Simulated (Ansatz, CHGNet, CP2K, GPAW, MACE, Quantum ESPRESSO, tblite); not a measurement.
# Running generalised stacking fault on (111) (glide set) of a Ge-Sn solid solution (48 atoms) with GPAW, part 2 of 2

Wanted: GPAW inputs and outputs for generalised stacking fault on (111) (glide set) of a Ge-Sn solid solution (48 atoms), checked against a plane-wave reference.

Program: GPAW 26.7.0; the method stands at each step. Banners, paths, timers and routine set-up lines are dropped from the logs unmarked, and long logs keep their key lines alone; longer cuts are marked.

So far. Step 3 (PBE, plane waves 550 eV): The run ends at a pressure of 8.36 GPa, with forces up to 5.2 eV/Å. Step 4 (PBE, LCAO szp(dzp), h 0.2 Å): Against the first run (6.1 %), the force difference from the reference is 14 %, at 0.92 times the CPU time, with 502 basis functions against 764: the smaller basis costs accuracy.

## Step 5: PBE, LCAO dzp, h 0.15 Å

Method: Kohn-Sham DFT, PBE, PAW, atomic orbitals (dzp).

run.py

```python
import numpy as np
from ase.io import read
from gpaw import GPAW, FermiDirac

atoms = read("structure.xyz")
atoms.calc = GPAW(
    mode="lcao",
    basis="dzp",
    h=0.15,
    xc="PBE",
    kpts={"size": (1, 1, 1), "gamma": True},
    occupations=FermiDirac(0.05),
    maxiter=200,
    symmetry={"point_group": False},
    txt="gpaw.txt",
)
energy = atoms.get_potential_energy(force_consistent=True)
forces = atoms.get_forces()
print(f"energy {energy:.6f} eV")
print("forces (eV/A)")
for i, (a, f) in enumerate(zip(atoms, forces)):
    print(f"{i:4d} {a.symbol:2s} {f[0]:10.5f} {f[1]:10.5f} {f[2]:10.5f}")
print(f"Fermi level {atoms.calc.get_fermi_level():.4f} eV")
for k in range(len(atoms.calc.get_ibz_k_points())):
    for s in range(atoms.calc.get_number_of_spins()):
        e = atoms.calc.get_eigenvalues(kpt=k, spin=s)
        n = np.searchsorted(e, atoms.calc.get_fermi_level())
        print(f"k {k} spin {s} levels about the Fermi level:", np.round(e[max(n - 6, 0):n], 4).tolist(), "|", np.round(e[n:n + 6], 4).tolist())
```

structure.xyz

```xyz
48
Lattice="8.33424 0.00000 0.00000 0.00000 7.21767 0.00000 3.81983 0.00000 20.51464" Properties=species:S:1:pos:R:3 pbc="T T T"
[... 48 atom lines left out: the same atoms as in the first run ...]
```

Launch:

```bash
$ OMP_NUM_THREADS=1 python run.py > output.txt
```

Output:

```text
energy -177.467071 eV
forces (eV/A)
   0 Ge    1.46304   -0.75789   -0.37976
   1 Sn    1.12882    0.51425   -0.97569
   2 Sn   -1.75545   -1.03551    1.49825
   3 Ge    0.50604    0.86725    0.03275
   4 Sn    3.41987    0.28150    2.50993
   5 Ge   -1.41759    0.24345    0.04170
   6 Ge    1.74286   -0.17097    0.35489
   7 Ge    0.00481   -0.47691   -0.70239
   8 Ge    3.85720   -2.39707    2.38967
   9 Ge   -1.92924    0.48015   -0.94094
  10 Sn   -1.21535   -1.71798   -0.63596
  11 Ge    1.32998   -2.40339    0.84733
  12 Sn   -0.52312    1.65797   -0.45351
  13 Sn    1.20148    0.23725    1.08612
  14 Ge   -0.38294    0.44052    0.30860
  15 Ge   -1.72514    1.05857   -0.87775
  16 Ge   -0.43598   -0.53506    0.39990
  17 Ge   -2.47520    0.92821   -0.66298
  18 Ge   -0.62072   -0.26791   -0.35043
  19 Ge   -1.35302   -0.85113   -0.44536
  20 Ge    1.76731   -1.40714   -1.17141
  21 Sn    1.87959    1.56606   -0.32909
  22 Ge    1.61281    0.26647    1.04295
  23 Ge   -1.57757    1.07189   -0.79848
[...]
40 Sn   -0.46286   -1.12456    0.68175
  41 Sn   -0.82354   -2.44223   -0.78876
  42 Sn    1.43849    2.30820    1.18310
  43 Ge    0.49436   -0.28451    0.24777
  44 Sn   -0.14974   -0.30556    0.43370
  45 Ge   -1.25757    0.91547    0.15313
  46 Ge    0.04356   -0.64630    0.35074
  47 Ge   -2.13862    0.97022   -1.18768
Fermi level 5.7657 eV
k 0 spin 0 levels about the Fermi level: [5.3367, 5.3858, 5.4191, 5.6056, 5.6805, 5.719] | [5.8035, 5.86, 5.9547, 6.0581, 6.2333, 6.2875]
```

gpaw.txt:

```text
Input parameters:
  mode=LCAO(),
  basis={'default': 'dzp'},
  h=0.15,
  kpts=MonkhorstPack(size=(1, 1, 1), gamma=True),
  maxiter=200,
  occupations=Occupations(name='fermi-dirac', width=0.05, fixmagmom=False),
  symmetry=Symmetry(point_group=False),
  xc=XC(name='PBE')
Unit cell  # Å
| periodic |        x |        y |         z |   lengths |    angles |
[... lines left out ...]
  Fermi-Dirac:
[... lines left out ...]
convergence criteria:
- Maximum [total energy] change in last 3 cyles: 0.0005 eV / valence electron
[... lines left out ...]
Converged in 16 steps
[... lines left out ...]
  Free energy:    -177.467071
  Extrapolated:   -177.349689
dipole moment: (-4.590169, -50.671952, -31.799946)  # |e|*Ang
Fermi level: 5.766
Eigenvalues  # (at kpt = [0.000, 0.000, 0.000])
| band index |      eig [eV] | occ [0-2] |
|------------|---------------|-----------|
|          0 |       -16.756 |     2.000 |
|        ... |               |           |
|        158 |         4.927 |     2.000 |
|        159 |         5.202 |     2.000 |
[...]
|        173 |         6.525 |     0.000 |
|        ... |               |           |
|        203 |         9.248 |     0.000 |
Gap: 0.084 eV
Transition (v -> c):
  (s=0, k=0, n=165, [0.00, 0.00, 0.00]) -> (s=0, k=0, n=166, [0.00, 0.00, 0.00])
No difference between direct/indirect transitions
Force computation time: 30.751  # s
timing:  # [seconds]
  Total:  272.855  # ━━━━━━━━━━━━━━━━━━━━━━━━━━━━━━━━━━━━━━━━━━━━━━━━━━━━━━━━
  Init:    11.255  # ━━╸
  SCF:    230.829  # ━━━━━━━━━━━━━━━━━━━━━━━━━━━━━━━━━━━━━━━━━━━━━━━╸
  Forces:  30.751  # ━━━━━━╸
```

It took 4.6 min on 1 thread of Arm Neoverse V2, shared host; peak memory 2.7 GiB.

Against the reference:

- r.m.s. force component: 1.23 eV/Å
- r.m.s. difference of force components: 72.42 meV/Å
- longest difference of force vectors: 262.7 meV/Å
- force difference over r.m.s. force: 6.154 %
- slope of forces against the reference's: 1.045
- correlation of force components: 0.9992
- energy less the same-level run's: -13.4 meV/atom
- r.m.s. force difference from the same-level run: 10.27 meV/Å

Against the first run (6.1 %), the force difference from the reference is 6.2 %, at 2.1 times the CPU time: the change moves forces by 10 meV/Å r.m.s., so most of the difference comes from elsewhere.

## Step 6: The ladder

Differences are against the plane-wave reference, forces as r.m.s. over components; share is that over the reference's r.m.s. force, slope the least-squares factor from reference forces to these. Total energies of different programs have different zeros and aren't compared.

```tsv
run	Δ force, r.m.s. (meV/Å)	share (%)	slope	Δ pressure (GPa)	cores	CPU time	memory (GiB)
reference	-	-	-	-	4	8.6 min	2.9
GPAW PBE, LCAO dzp, h 0.2 Å	72.2	6.13	1.045	-	1	2.1 min	1.2
GPAW PBE, plane waves 550 eV	27.2	2.31	0.996	0.0333	2	6.1 min	1.5
GPAW PBE, LCAO szp(dzp), h 0.2 Å (coarse)	169	14.4	1.120	-	1	2 min	1.1
GPAW PBE, LCAO dzp, h 0.15 Å	72.4	6.15	1.045	-	1	4.6 min	2.7
```

Rows marked coarse were listed beforehand as settings not expected to be converged; some can still land near the reference.

CPU time is summed over cores on a shared host, where runs went side by side, so it is rough. Symmetry, cutoffs, thresholds, outputs and thread counts weren't matched or tuned between programs; memory under MPI is the largest rank's times the ranks.

Within one program, basis, potentials and functional, energies share a zero. Each run against its twin at the usual cutoff or grid and solver:

```tsv
run	twin	Δ energy (meV/atom)	Δ force, r.m.s. (meV/Å)	CPU time over the twin's
GPAW PBE, LCAO dzp, h 0.15 Å	LCAO dzp, h 0.2 Å	-13.4	10.3	2.1
```

## Step 7: Results

```
nearest in forces : GPAW PBE, plane waves 550 eV, 2.3 %
its CPU time      : 6.1 min
```

PBE on plane waves or a grid with other potentials, cutoffs or grids, coarse settings apart, differs from the reference by 2.3 % (GPAW PBE, plane waves 550 eV) of the r.m.s. force; this holds the reference's own error, so differences of a few per cent don't tell which side is nearer the exact PBE result. The PBE runs in local orbitals, coarse settings apart, differ by 6.1 % (GPAW PBE, LCAO dzp, h 0.2 Å) to 6.2 % (GPAW PBE, LCAO dzp, h 0.15 Å); basis, grid and potentials can all enter. Runs with settings chosen to be coarse differ by 14 % (GPAW PBE, LCAO szp(dzp), h 0.2 Å), their programs' other errors included. Of the electronic-structure runs that take under half the reference's CPU time, GPAW PBE, LCAO dzp, h 0.2 Å comes nearest, at 6.1 % in 2.1 min against 8.6 min. GPAW PBE, LCAO szp(dzp), h 0.2 Å stiffens the forces by a factor of 1.12 while following their directions (correlation 0.997); the slopes of the 4 GPAW runs lie between 1.00 and 1.12. The potentials hold different valence shells: 672 electrons in the reference, 332 in GPAW; this bears on time and differences. GPAW's setups keep the filled d shell of Ge in the core. The reference's pressure holds the uncorrected Pulay stress of its 45 Ry basis, so small pressure differences, and their order, may be the reference's own error. The reference's stress is far from hydrostatic: its diagonal is 16.0, 3.0, 6.0 GPa, compression counted positive. The host structure and its lattice constant were typed by rule, without a check against the phase diagram. The reference's pressure of 8.3 GPa belongs to a cell and atoms that aren't relaxed at this level. The electronic-structure runs sample only Γ, in a cell whose shortest periodic width is 7 Å, which is coarse for a cell with partly filled levels.

[Also dropped from logs without a mark: logging warnings of Python, and SIESTA's first energy breakdown and zero terms.]

[Logs are printed without paths, hosts, clocks, repeated set-up lines and the standing remarks that a program may print on its own settings, such as how far it seeks lower states.]

[Hosts, paths, dates, database ids (printed as entryN), source tags and the programs' standing remarks are cut or masked in the printed files.]
